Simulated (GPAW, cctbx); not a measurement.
# Bonding in Al2Si2Pb as X-rays see it

Question: by how much does bonding change the X-ray structure factors of Al2Si2Pb, how firmly does DFT give the change, and what does a routine refinement make of it?

The start was made by putting kin elements into a known structure type; the compound need not exist, or be stable, in this form. All numbers below are calculated.

### 1. Find the equilibrium geometry

The density hangs on the geometry, so cell and atoms are relaxed first, with the symmetry held. The cutoff is set higher than for the density because stress converges slowly with plane waves.

Settings: GPAW 26.7.0, PBE, 570 eV, 5×5×3 k-points (along the axes of the calculation cell), Fermi–Dirac width 0.1 eV, BFGS to 0.03 eV/Å.

```text
cell
1.0
     4.050000000    0.000000000    0.000000000
    -2.025000000    3.507402885    0.000000000
     0.000000000    0.000000000    6.947000000
Pb Si Al
1 2 2
Direct
0.000000000 0.000000000 0.000000000
0.666666667 0.333333333 0.730400000
0.333333333 0.666666667 0.269600000
0.666666667 0.333333333 0.365700000
0.333333333 0.666666667 0.634300000
```

```console
$ OMP_NUM_THREADS=1 mpirun -n 4 gpaw python run.py > gpaw.log
```

```text
BFGS:    0      -21.002811        1.155454
BFGS:    1      -21.069611        1.023624
BFGS:    2      -21.311613        0.185994
BFGS:    3      -21.316780        0.229330
...
BFGS:   10      -21.330770        0.090815
BFGS:   11      -21.331699        0.046497
BFGS:   12      -21.332105        0.029678
cell  4.1737 4.1737 7.2598  90.00 90.00 120.00
volume 109.521 A^3, largest force 0.028 eV/A, largest stress 0.06 GPa
```

After 12 steps the volume has changed by +11.0 % and the energy by -0.329 eV; the largest stress left is 0.06 GPa. It took 50 s on 4 cores of Intel(R) Xeon(R) Platinum 8488C (Sapphire Rapids) (shared host), peak memory 1.1 GiB.

Relaxed structure: P-3m1 (no. 164), a = 4.1737 Å, b = 4.1737 Å, c = 7.2598 Å, α = 90.00°, β = 90.00°, γ = 120.00°.

| atom | mult. | x | y | z |
| --- | --- | --- | --- | --- |
| Pb1 | 1 | 0 | 0 | 0 |
| Si1 | 2 | 2/3 | 1/3 | 0.7357 |
| Al1 | 2 | 2/3 | 1/3 | 0.3740 |

### 2. Density and charge transfer

X-rays see the whole electron density, so the PAW density is rebuilt with its core regions. Subtracting spherical free atoms from the same code cancels the cores and leaves the deformation density Δρ, the part due to bonding.

Settings: PBE, 450 eV, 7×7×3 k-points (along the axes of the calculation cell), Fermi–Dirac width 0.1 eV; primitive cell of 5 atoms.

```console
$ OMP_NUM_THREADS=1 mpirun -n 4 gpaw python run.py > gpaw.log
```

```text
|iter:   1|       0s |  -22.072584 | -0.03 |       |
|iter:   2|       0s |  -21.845103 | -1.98 | -0.99 |
|iter:   3|       1s |  -21.308422 | -1.55 | -1.04 |
...
|iter:   7|       3s |  -21.298337c| -5.49 | -3.23 |
|iter:   8|       3s |  -21.298341c| -6.71 | -3.75 |
|iter:   9|       3s |  -21.298341c| -7.56c| -4.35c|
```

```text
grid (42, 42, 72)  electrons 136.000  moved by bonding 1.025 e
deformation density beyond 0.5 A of the nuclei: max 0.103, min -0.069 e/A^3
atom        x       y       z   Voronoi charge  moment
Pb1    0.0000  0.0000  0.0000      0.273       0.00
Si2    0.6667  0.3333  0.7356     -0.273       0.00
Si3    0.3333  0.6667  0.2644     -0.273       0.00
Al4    0.6667  0.3333  0.3740      0.136       0.00
Al5    0.3333  0.6667  0.6260      0.136       0.00
mean inner potential of superposed free atoms 15.919 V
total magnetic moment 0.000 muB
```

Deformation density in a plane through the shortest contact of the Si atom at the origin, in 0.01 e/Å³ (clipped at ±99); x from -1.6 to 4.1 Å, y from 2.4 down to -2.4 Å:

```text
  0   .   .   .  -7  -4  -2  -2  -2  -2  -2  -2  -3  -6  -4   .
 -1  -3   .  -3  -4  -3  -2  -2  -2  -2  -2  -2  -2  -3  -4  -4
 -2  -3   1   4   3   1   0  -1  -2  -2  -2  -1   0   1  -1  -4
  0   1   6  10   8   3   1   0  -1  -3  -4  -2   1   2   1  -1
  0   3   6   7   4  -1   0   2   1  -3  -6  -5  -2   0   0  -1
  0   1   1  -1   .  -4   1   7   5  -2  -4   .  -4  -4  -3  -2
  1   1  -2  -3   .   .   3  10   8   0   .   .  -3  -7  -4  -2
  1   2   1  -2   .  -4   2   7   5  -1  -3   .  -3  -3  -2  -2
  0   2   3   2  -1  -1   1   3   2  -2  -3   1   4   4   1   0
 -1   1   2   2   2   1   1   1   0   0   2   7  10   8   3   1
 -1  -1   0   1   1   1   0  -1  -1   0   3   6   7   3  -1   0
 -1  -1  -1  -1  -1  -1  -2  -2  -1   0   1   0  -2   .  -4   1
 -1  -1  -2  -2  -2  -3  -3  -3  -1   1   1  -2   .   .   .   3
```

Atoms in or within 0.15 Å of the plane: Si (3.4, -2.4), Si (0.0, 0.0), Al (2.5, 0.0), Al (-0.9, 2.4) Å. Dots mark points within about 0.45 Å of a nucleus; large values next to them are atomic features.

Si gains most (-0.27 e) and Pb loses most (+0.27 e), which isn't the order of electronegativity: valence and coordination count too, and Voronoi cells cut space at the midplane whatever the atoms' sizes. Such charges fall far short of formal ones, since overlapping free atoms already put density on their neighbours. Along the shortest contact from the Si atom at the map's origin, Si–Al at 2.54 Å, Δρ is +0.10 e/Å³ at the midpoint: a bond charge, the mark of covalency. At the midpoints of other shortest contacts it is +0.02 (Al–Al, 3.02 Å) and +0.02 (Pb–Si, 3.08 Å) e/Å³. Point values carry grid noise of about 0.01 e/Å³. The run needed 9 iterations, 9.4 s.

### 3. Structure factors

The Fourier components of Δρ, added to those of the free atoms, give the static X-ray structure factors; the Mott–Bethe relation turns them into the Fourier components V of the potential that fast electrons feel.

```text
static structure factors of the conventional cell: F in electrons, V (Mott-Bethe) in volts
   h  k  l      d  |F| table  |F| free   |F| DFT   change   |V| free  |V| DFT  change %
   0  0  1  7.2598    60.503    60.420    60.294   -0.126     1.743    2.020     15.9
   0  0  2  3.6299    52.577    52.458    52.037   -0.421     0.921    1.153     25.2
   1  0  0  3.6145    53.220    53.103    52.815   -0.289     1.037    1.195     15.2
   1  0  1  3.2357    75.133    75.081    74.926   -0.155     4.025    4.092      1.7
   1  0 -1  3.2357    87.332    87.324    87.626    0.302     5.784    5.651     -2.3
   1  0  2  2.5613    66.688    66.668    66.797    0.129     3.048    3.013     -1.2
   1  0 -2  2.5613    92.609    92.607    92.479   -0.128     5.901    5.936      0.6
   0  0  3  2.4199    87.149    87.137    87.209    0.071     5.164    5.147     -0.3
   1  1  0  2.0868   101.560   101.543   101.186   -0.358     6.280    6.345      1.0
   1  0  3  2.0109    82.157    82.143    81.902   -0.241     4.356    4.396      0.9
   1  0 -3  2.0109    32.141    32.132    32.352    0.220     0.376    0.413      9.9
   1  1  1  2.0056    52.075    52.070    52.131    0.061     1.539    1.528     -0.7
   0  0  4  1.8149    63.194    63.205    63.126   -0.079     2.620    2.630      0.4
   1  1  2  1.8092    46.534    46.529    46.780    0.251     1.041    1.006     -3.3
```

The largest X-ray change is -0.42 e on 002, 0.8 % of |F|. For electrons V goes as (Z − F)/g², so a change of F counts against Z − F, which is small at low angle and wherever the atoms' terms cancel: |V| of 002 moves by +25.2 % (0.92 to 1.15 V) against -0.8 % in |F|. The last three rows still change by up to 0.25 e; the table stops while the angles are still low. The tabulated Hartree–Fock atoms differ from the free DFT atoms by up to 0.12 e, so the choice of reference atom matters too.

### 4. The functional ladder

The same geometry is run with other functionals, to see whether the bonding signal is larger than the spread between approximations. Free atoms are LDA for LDA and PBE otherwise. Any other changed setting is in the row's label.

```
                run  ΔF 002 (e)  ΔF 110 (e)  ΔF 1 0 -1 (e)  q(Si) (e)  moved (e)   time
                PBE      -0.421      -0.358         +0.302     -0.273      1.025  9.4 s
                LDA      -0.400      -0.351         +0.297     -0.259      0.990    9 s
               RPBE      -0.426      -0.374         +0.305     -0.285      1.083  8.9 s
PBE 1×1×1 (unsound)      -0.555      -0.651         +0.966     -0.531      1.908  5.8 s
```

At the base's settings ΔF(002) spans -0.426 to -0.400 e, a spread of 6 % of the PBE value; over the three listed reflections the spread is at most 6 %, so sign and size hold across the functionals. The run marked unsound (k-mesh far too coarse) misses ΔF(002) by 0.134 e. Times are from shared hosts.

### 5. Refining ordinary atoms against data with bonding

Routine crystallography fits spherical atoms. To see the bias, intensities are simulated from tabulated atoms plus the DFT change ΔF, so that bonding alone can misfit (5060 reflections of the full sphere, merged to the counts below, to 0.45 Å, 1.5 % proportional noise plus counting noise, assumed isotropic U as listed, Δρ smeared by the mean U) and refined with cctbx over different ranges.

```csv
range,data,R1,GooF,U Pb1 (true 0.0058),U Si1 (true 0.011),U Al1 (true 0.0112),largest shift (Å),"Δρ max, min (e/Å³)"
all data,529,0.0032,0.98,0.0058,0.0110,0.0112,0.0008,"0.31, -0.40"
"low resolution, d > 0.84",96,0.0031,1.05,0.0058,0.0110,0.0112,0.0012,"0.13, -0.14"
"high order, d < 0.75",397,0.0033,0.98,0.0058,0.0110,0.0113,0.0008,"0.25, -0.22"
"occupancies free, d > 0.7",155,0.0029,0.99,0.0058,0.0108,0.0112,0.0009,"0.18, -0.22"
```

With all data GooF is 0.98, so at this noise the bonding hardly shows; the top residual peak, near noise level, lies 1.16 Å from Si and 1.77 Å from Al. No U is off by more than 3 s.u. at low resolution. With Pb1 held at 1 and the scale free, the other occupancies refine to Si1 0.994(0.003) and Al1 1.001(0.003), within three s.u. of full.

### 6. Answer

Bonding moves 1.02 e in the primitive cell of Al2Si2Pb and changes the structure factors of the conventional cell in the table above by at most 0.42 e (002, 0.8 %). The shortest bond, Si–Al, has Δρ = +0.10 e/Å³ at its midpoint, a covalent bond charge. At the base's settings ΔF(002) spans -0.426 to -0.400 e, a spread of 6 % of the PBE value; over the three listed reflections the spread is at most 6 %, so sign and size hold across the functionals. With all data GooF is 0.98, so at this noise the bonding hardly shows. Limits: static density, frozen cores, no spin–orbit coupling.

[Outputs are excerpts: Python notices, other lines and further rows are left out; steps that failed or that the build refused (PBEsol, TPSS) are not shown.]

[Logs are printed without paths, hosts, clocks, repeated set-up lines and the standing remarks that a program may print on its own settings, such as how far it seeks lower states.]
